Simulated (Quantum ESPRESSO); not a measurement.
# Ti(0001), stepped through the number of layers, part 3 of 8

What law, if any, do the results for Ti(0001) follow against the number of layers?

Quantum ESPRESSO 7.5; plane-wave DFT, PBE, GBRV ultrasoft pseudopotentials.

So far. Step 2 (Relaxing cell and ions of the reference):  The last row is no step: it is a fresh SCF in the final cell with a new plane-wave basis, +0 meV from the row before.

**4. Relaxing the ions, 4 layers**

What the set-up leaves free in this member is relaxed.

System of this step: Ti(0001), 4 layers. The cell holds 4 atoms: 4 Ti. Cell: a = 2.939 Å, b = 2.939 Å, c = 22.837 Å, α = 90.0°, β = 90.0°, γ = 60.0°. It derives from Ti. Vacuum lies along c.

Contents of m0.relax.in:

```
&control
  prefix = 'm0.relax'
  outdir = './out'
  pseudo_dir = './pseudo'
  nstep = 40
  forc_conv_thr = 0.001
  calculation = 'relax'
/
&system
  ibrav = 0
  nat = 4
  ntyp = 1
  ecutwfc = 40
  ecutrho = 200
  occupations = 'smearing'
  smearing = 'mv'
  degauss = 0.02
/
&electrons
  conv_thr = 1e-08
  mixing_beta = 0.4
  electron_maxstep = 120
  mixing_mode = 'local-TF'
/
&ions
/
ATOMIC_SPECIES
  Ti  47.8670  ti_pbe_v1.4.uspp.F.UPF
CELL_PARAMETERS angstrom
  2.93894489200000 0.00000000000000 0.00000000000000
  1.46947244600000 2.54520093679451 0.00000000000000
  0.00000000000000 0.00000000000000 22.83727134028083
ATOMIC_POSITIONS crystal
  Ti  0.666666666700 0.666666666700 0.347419756893
  Ti  0.000000000000 0.000000000000 0.449139918964
  Ti  0.666666666700 0.666666666700 0.550860081036
  Ti  0.000000000000 0.000000000000 0.652580243107
K_POINTS automatic
  12 12 1 0 0 0
```

Run with:

```console
> OMP_NUM_THREADS=1 mpirun -n 4 pw.x -nk 4 -in m0.relax.in > m0.relax.out
```

What it wrote:

```text
[banner, memory and clock lines left out]
Program PWSCF v.7.5 starts

          URL

     Message from routine setup:
     using ibrav=0 with symmetry is DISCOURAGED, use correct ibrav instead

     G-vector sticks info

     bravais-lattice index     =            0
     lattice parameter (alat)  =       5.5538  a.u.
     unit-cell volume          =    1152.8010 (a.u.)^3
     number of atoms/cell      =            4
     number of atomic types    =            1
     number of electrons       =        48.00
     number of Kohn-Sham states=           29
     kinetic-energy cutoff     =      40.0000  Ry
     charge density cutoff     =     200.0000  Ry
     scf convergence threshold =      1.0E-08
     mixing beta               =       0.4000
     number of iterations used =            8  local-TF  mixing
     energy convergence thresh.=      1.0E-04
     force convergence thresh. =      1.0E-03
     Exchange-correlation=  SLA  PW   PBX  PBC
                           (   1   4   3   4   0   0   0)
     nstep                     =           40

     celldm(1)=   5.553801  celldm(2)=   0.000000  celldm(3)=   0.000000
     celldm(4)=   0.000000  celldm(5)=   0.000000  celldm(6)=   0.000000

     crystal axes: (cart. coord. in units of alat)
               a(1) = (   1.000000   0.000000   0.000000 )
               a(2) = (   0.500000   0.866025   0.000000 )
               a(3) = (   0.000000   0.000000   7.770568 )

     reciprocal axes: (cart. coord. in units 2 pi/alat)
               b(1) = (  1.000000 -0.577350  0.000000 )
               b(2) = (  0.000000  1.154701  0.000000 )
               b(3) = (  0.000000  0.000000  0.128691 )

     PseudoPot. # 1 for Ti read from file:
     ./pseudo/ti_pbe_v1.4.uspp.F.UPF
     Pseudo is Ultrasoft + core correction, Zval = 12.0
     Generated by new atomic code, or converted to UPF format
     Using radial grid of  851 points,  6 beta functions with:
                l(1) =   0
                l(2) =   0
                l(3) =   1
                l(4) =   1
                l(5) =   2
                l(6) =   2
     Q(r) pseudized with  6 coefficients,  rinner =    1.000   1.000   1.000
                                                       1.000   1.000

     atomic species   valence    mass     pseudopotential
     Ti               12.00    47.86700     Ti( 1.00)

     12 Sym. Ops., with inversion, found ( 6 have fractional translation)

   Cartesian axes

     site n.     atom                  positions (alat units)
         1        Ti     tau(   1) = (   1.0000000   0.5773503   2.6996489  )
         2        Ti     tau(   2) = (   0.0000000   0.0000000   3.4900723  )
         3        Ti     tau(   3) = (   1.0000000   0.5773503   4.2804958  )
         4        Ti     tau(   4) = (   0.0000000   0.0000000   5.0709192  )

     number of k points=    19  Marzari-Vanderbilt smearing, width (Ry)=  0.0200
                       cart. coord. in units 2pi/alat
        k(    1) = (   0.0000000   0.0000000   0.0000000), wk =   0.0138889
        k(    2) = (   0.0000000   0.0962250   0.0000000), wk =   0.0833333
        k(    3) = (   0.0000000   0.1924501   0.0000000), wk =   0.0833333
        k(    4) = (   0.0000000   0.2886751   0.0000000), wk =   0.0833333
        k(    5) = (   0.0000000   0.3849002   0.0000000), wk =   0.0833333
        k(    6) = (   0.0000000   0.4811252   0.0000000), wk =   0.0833333
        k(    7) = (   0.0000000  -0.5773503   0.0000000), wk =   0.0416667
        k(    8) = (   0.0833333   0.1443376   0.0000000), wk =   0.0833333
        k(    9) = (   0.0833333   0.2405626   0.0000000), wk =   0.1666667
        k(   10) = (   0.0833333   0.3367877   0.0000000), wk =   0.1666667
        k(   11) = (   0.0833333   0.4330127   0.0000000), wk =   0.1666667
        k(   12) = (   0.0833333  -0.6254628   0.0000000), wk =   0.1666667
        k(   13) = (   0.1666667   0.2886751   0.0000000), wk =   0.0833333
        k(   14) = (   0.1666667   0.3849002   0.0000000), wk =   0.1666667
        k(   15) = (   0.1666667  -0.6735753   0.0000000), wk =   0.1666667
        k(   16) = (   0.1666667  -0.5773503   0.0000000), wk =   0.0833333
        k(   17) = (   0.2500000  -0.7216878   0.0000000), wk =   0.0833333
        k(   18) = (   0.2500000  -0.6254628   0.0000000), wk =   0.1666667
        k(   19) = (   0.3333333  -0.5773503   0.0000000), wk =   0.0277778

     Dense  grid:    55203 G-vectors     FFT dimensions: (  27,  27, 200)

     Smooth grid:    39437 G-vectors     FFT dimensions: (  24,  24, 180)

     Check: negative core charge=   -0.000004

     Initial potential from superposition of free atoms

     starting charge      43.9998, renormalised to      48.0000

     negative rho (up, down):  1.119E-02 0.000E+00
     Starting wfcs are   40 randomized atomic wfcs

     per-process dynamical memory:    47.5 Mb

     Self-consistent Calculation

     iteration #  1     ecut=    40.00 Ry     beta= 0.40
     Davidson diagonalization with overlap
     ethr =  1.00E-02,  avg # of iterations =  5.6

     negative rho (up, down):  1.479E-02 0.000E+00

     total energy              =    -477.10969197 Ry
     estimated scf accuracy    <       2.72176252 Ry

     iteration #  2     ecut=    40.00 Ry     beta= 0.40
     Davidson diagonalization with overlap
     ethr =  5.67E-03,  avg # of iterations =  1.6

     negative rho (up, down):  2.740E-02 0.000E+00

     total energy              =    -476.53262608 Ry
     estimated scf accuracy    <       1.15163870 Ry

     iteration #  3     ecut=    40.00 Ry     beta= 0.40
     Davidson diagonalization with overlap
     ethr =  2.40E-03,  avg # of iterations =  3.2

     negative rho (up, down):  2.116E-02 0.000E+00

     total energy              =    -476.83317917 Ry
     estimated scf accuracy    <       0.12197885 Ry

     iteration #  4     ecut=    40.00 Ry     beta= 0.40
     Davidson diagonalization with overlap
     ethr =  2.54E-04,  avg # of iterations =  4.4

     negative rho (up, down):  2.292E-02 0.000E+00

     total energy              =    -476.85183956 Ry
     estimated scf accuracy    <       0.09236248 Ry

     iteration #  5     ecut=    40.00 Ry     beta= 0.40
     Davidson diagonalization with overlap
     ethr =  1.92E-04,  avg # of iterations =  2.6

     negative rho (up, down):  2.116E-02 0.000E+00

     total energy              =    -476.86008512 Ry
     estimated scf accuracy    <       0.00263953 Ry

     iteration #  6     ecut=    40.00 Ry     beta= 0.40
     Davidson diagonalization with overlap
     c_bands:  2 eigenvalues not converged
[...]
negative rho (up, down):  7.511E-03 0.000E+00

     total energy              =    -476.86865919 Ry
     estimated scf accuracy    <       0.00000029 Ry

     iteration # 11     ecut=    40.00 Ry     beta= 0.40
     Davidson diagonalization with overlap
     ethr =  5.97E-10,  avg # of iterations =  3.3

     negative rho (up, down):  7.540E-03 0.000E+00

     total energy              =    -476.86865917 Ry
     estimated scf accuracy    <       0.00000229 Ry

     iteration # 12     ecut=    40.00 Ry     beta= 0.40
     Davidson diagonalization with overlap
     ethr =  5.97E-10,  avg # of iterations =  1.2

     negative rho (up, down):  7.544E-03 0.000E+00

     total energy              =    -476.86865918 Ry
     estimated scf accuracy    <       0.00000044 Ry

     iteration # 13     ecut=    40.00 Ry     beta= 0.40
     Davidson diagonalization with overlap
     ethr =  5.97E-10,  avg # of iterations =  1.0

     negative rho (up, down):  7.547E-03 0.000E+00

     total energy              =    -476.86865918 Ry
     estimated scf accuracy    <       0.00000008 Ry

     iteration # 14     ecut=    40.00 Ry     beta= 0.40
     Davidson diagonalization with overlap
     ethr =  1.63E-10,  avg # of iterations =  4.5

     negative rho (up, down):  7.548E-03 0.000E+00

     total energy              =    -476.86865918 Ry
     estimated scf accuracy    <          3.1E-09 Ry

     iteration # 15     ecut=    40.00 Ry     beta= 0.40
     Davidson diagonalization with overlap
     ethr =  6.38E-12,  avg # of iterations =  5.2

     negative rho (up, down):  7.548E-03 0.000E+00

     total energy              =    -476.86865918 Ry
     estimated scf accuracy    <       0.00000001 Ry

     iteration # 16     ecut=    40.00 Ry     beta= 0.40
     Davidson diagonalization with overlap
     ethr =  6.38E-12,  avg # of iterations =  1.3

     negative rho (up, down):  7.548E-03 0.000E+00

     total energy              =    -476.86865918 Ry
     estimated scf accuracy    <          2.7E-09 Ry

     iteration # 17     ecut=    40.00 Ry     beta= 0.40
     Davidson diagonalization with overlap
     ethr =  5.63E-12,  avg # of iterations =  2.6

     negative rho (up, down):  7.548E-03 0.000E+00

     End of self-consistent calculation

          k = 0.0000 0.0000 0.0000 (  4983 PWs)   bands (ev):

   -53.9175 -53.9134 -53.7446 -53.7068 -30.4519 -30.3722 -29.9620 -29.8808
   -29.8808 -29.8786 -29.8786 -29.7870 -29.7303 -29.7303 -29.7026 -29.7026
    -2.8083  -1.8744  -0.6408   0.1260   2.6056   2.9320   3.3540   3.5841
     3.5841   3.6515   3.6515   3.7323   3.8152

          k = 0.0000 0.0962 0.0000 (  4981 PWs)   bands (ev):

   -53.9116 -53.9077 -53.7404 -53.7036 -30.4402 -30.3663 -29.9871 -29.9219
   -29.8896 -29.8890 -29.8870 -29.7841 -29.7557 -29.7371 -29.7292 -29.7076
    -2.6176  -1.6898  -0.4671   0.2913   2.5360   2.8912   3.1672   3.4410
     3.6049   3.6570   3.6873   3.7492   3.7702

          k = 0.0000 0.1925 0.0000 (  4978 PWs)   bands (ev):

   -53.8952 -53.8922 -53.7288 -53.6949 -30.4084 -30.3520 -30.0632 -30.0190
   -29.9188 -29.9134 -29.9098 -29.8333 -29.7932 -29.7788 -29.7552 -29.7218
    -2.0734  -1.1731   0.0057   0.7305   2.3086   2.6620   2.7743   3.1354
     3.2734   3.5227   3.6915   3.9174   3.9234

          k = 0.0000 0.2887 0.0000 (  4950 PWs)   bands (ev):

   -53.8727 -53.8708 -53.7127 -53.6835 -30.3675 -30.3398 -30.1716 -30.1407
   -29.9823 -29.9457 -29.9406 -29.9181 -29.8450 -29.7961 -29.7796 -29.7418
    -1.2674  -0.4568   0.5773   1.2099   2.0048   2.3513   2.3816   2.8366
     2.9575   3.4664   3.6477   3.8785   3.9537

          k = 0.0000 0.3849 0.0000 (  4912 PWs)   bands (ev):

   -53.8500 -53.8490 -53.6960 -53.6729 -30.3508 -30.3380 -30.2766 -30.2538
   -30.0493 -29.9870 -29.9775 -29.9710 -29.8715 -29.8223 -29.8038 -29.7622
    -0.3857   0.1845   0.8244   1.3055   1.7670   2.0609   2.2086   2.9388
     3.0592   3.5052   3.7410   3.7996   3.9156

          k = 0.0000 0.4811 0.0000 (  4902 PWs)   bands (ev):

   -53.8332 -53.8328 -53.6829 -53.6663 -30.3880 -30.3615 -30.3463 -30.3054
   -30.0698 -30.0212 -30.0005 -29.9931 -29.8882 -29.8493 -29.8214 -29.7775
     0.2636   0.5267   0.7467   1.1039   1.5840   1.8757   2.2391   3.1048
     3.3517   3.6689   3.9255   3.9855   4.0998

          k = 0.0000-0.5774 0.0000 (  4920 PWs)   bands (ev):

   -53.8271 -53.8269 -53.6777 -53.6643 -30.4120 -30.3844 -30.3667 -30.3158
   -30.0636 -30.0321 -30.0089 -30.0011 -29.8951 -29.8616 -29.8279 -29.7831
     0.4461   0.6217   0.7886   0.9166   1.5138   1.8149   2.2937   3.0978
     3.5036   3.6205   4.0761   4.0797   4.1971

          k = 0.0833 0.1443 0.0000 (  4967 PWs)   bands (ev):

   -53.9004 -53.8972 -53.7325 -53.6976 -30.4184 -30.3561 -30.0367 -29.9867
   -29.9200 -29.9067 -29.8962 -29.8088 -29.7760 -29.7750 -29.7480 -29.7208
    -2.2494  -1.3377  -0.1406   0.5980   2.3894   2.7370   2.8885   3.2182
     3.3728   3.5339   3.6864   3.8897   3.9363

          k = 0.0833 0.2406 0.0000 (  4961 PWs)   bands (ev):

   -53.8810 -53.8787 -53.7186 -53.6875 -30.3815 -30.3423 -30.1245 -30.0891
   -29.9776 -29.9452 -29.9178 -29.8759 -29.8279 -29.7882 -29.7732 -29.7432
    -1.5677  -0.7086   0.4129   1.0991   2.1295   2.4371   2.5084   2.8836
     2.9664   3.4325   3.6216   3.9038   4.1009

          k = 0.0833 0.3368 0.0000 (  4929 PWs)   bands (ev):

   -53.8583 -53.8570 -53.7022 -53.6766 -30.3467 -30.3370 -30.2269 -30.2015
   -30.0443 -29.9896 -29.9568 -29.9420 -29.8622 -29.8122 -29.7985 -29.7672
    -0.7006   0.0047   0.8740   1.4425   1.8973   2.1872   2.2213   2.6972
     2.8089   3.3682   3.5985   3.8470   3.9725

          k = 0.0833 0.4330 0.0000 (  4917 PWs)   bands (ev):

   -53.8386 -53.8380 -53.6872 -53.6682 -30.3606 -30.3405 -30.3099 -30.2842
   -30.0789 -30.0205 -30.0014 -29.9858 -29.8805 -29.8420 -29.8198 -29.7872
     0.1080   0.4969   0.9000   1.3328   1.7079   1.9964   2.1823   2.9625
     3.0752   3.4816   3.7206   3.8187   3.9204

          k = 0.0833-0.6255 0.0000 (  4889 PWs)   bands (ev):

   -53.8271 -53.8269 -53.6777 -53.6643 -30.3954 -30.3691 -30.3536 -30.3070
   -30.0687 -30.0398 -30.0286 -30.0079 -29.8874 -29.8668 -29.8327 -29.7986
     0.5157   0.7228   0.8399   1.1037   1.5774   1.8869   2.2849   3.0690
     3.3318   3.5503   3.7612   4.0100   4.1880

          k = 0.1667 0.2887 0.0000 (  4921 PWs)   bands (ev):

   -53.8614 -53.8600 -53.7044 -53.6780 -30.3480 -30.3349 -30.1976 -30.1710
   -30.0572 -30.0057 -29.9391 -29.9172 -29.8648 -29.8022 -29.8008 -29.7813
    -0.8073  -0.0512   0.9333   1.5781   1.9804   2.1872   2.2151   2.5904
     2.6105   3.2933   3.4956   3.8508   4.1464

          k = 0.1667 0.3849 0.0000 (  4923 PWs)   bands (ev):

   -53.8417 -53.8410 -53.6896 -53.6693 -30.3396 -30.3282 -30.2655 -30.2458
   -30.1117 -30.0558 -29.9769 -29.9620 -29.8969 -29.8343 -29.8190 -29.8139
     0.0477   0.5611   1.1556   1.7154   1.9164   2.0599   2.1629   2.5167
     2.6217   3.2308   3.4385   3.8069   3.9060

          k = 0.1667-0.6736 0.0000 (  4900 PWs)   bands (ev):

   -53.8271 -53.8269 -53.6777 -53.6642 -30.3581 -30.3383 -30.3156 -30.2851
   -30.1195 -30.0852 -30.0174 -29.9987 -29.9098 -29.8679 -29.8359 -29.8304
     0.6889   0.9168   1.0764   1.4951   1.7523   2.0551   2.2049   2.8572
     3.0006   3.2816   3.4590   3.6987   3.7412

          k = 0.1667-0.5774 0.0000 (  4882 PWs)   bands (ev):

   -53.8218 -53.8217 -53.6728 -53.6629 -30.3705 -30.3482 -30.3347 -30.2929
   -30.1082 -30.1008 -30.0356 -30.0125 -29.9059 -29.8881 -29.8420 -29.8365
     0.8429   0.9840   1.1903   1.3227   1.6738   2.0264   2.3180   2.9606
     3.0898   3.3588   3.4129   3.7152   3.8207

          k = 0.2500-0.7217 0.0000 (  4902 PWs)   bands (ev):

   -53.8272 -53.8269 -53.6778 -53.6641 -30.3384 -30.3230 -30.2822 -30.2667
   -30.1599 -30.1214 -29.9979 -29.9769 -29.9468 -29.8756 -29.8398 -29.8367
     0.8078   1.0095   1.2553   1.7864   1.8911   2.0503   2.2740   2.6103
     2.6634   3.1889   3.2205   3.5603   3.7012

          k = 0.2500-0.6255 0.0000 (  4908 PWs)   b
[key lines of the parts left out:]
the Fermi energy is     2.9810 ev
convergence has been achieved in  16 iterations
```

Wall time 10 min (4 MPI ranks of Arm Neoverse N1, shared host); peak memory 0.5 GiB.

The steps of the relaxation:

```
step  energy less that of the first step (eV)  largest force (eV/Å)
   1                                   0.0000                0.6952
   2                                  -0.0290                0.5984
   3                                  -0.0569                0.4793
   4                                  -0.0888                0.2882
   5                                  -0.1061                0.1049
   6                                  -0.1067                0.0688
   7                                  -0.1073                0.0765
   8                                  -0.1081                0.0759
   9                                  -0.1090                0.0674
  10                                  -0.1100                0.0491
  11                                  -0.1107                0.0162
```

The atoms that moved most (Å):

```
atom     dx     dy      dz  length
 Ti4  0.000  0.000  -0.108   0.108
 Ti1  0.000  0.000   0.108   0.108
 Ti3  0.000  0.000   0.060   0.060
 Ti2  0.000  0.000  -0.060   0.060
```

The relaxation lowers the energy by 28 meV an atom.

Read from the output:

- free energy: -6488.1312 eV
- Fermi energy: 2.974 eV

[end of part 3 of 8]

[Logs are printed without paths, hosts, clocks, repeated set-up lines and the standing remarks that a program may print on its own settings, such as how far it seeks lower states.]

[Hosts, paths, dates, database ids (printed as entryN), source tags and the programs' standing remarks are cut or masked in the printed files.]

[Maps of the electrostatic potential energy from Ansatz leave out the sawtooth potential of an applied field or a dipole correction, so their vacuum need not be flat; planar profiles and work functions include it.]
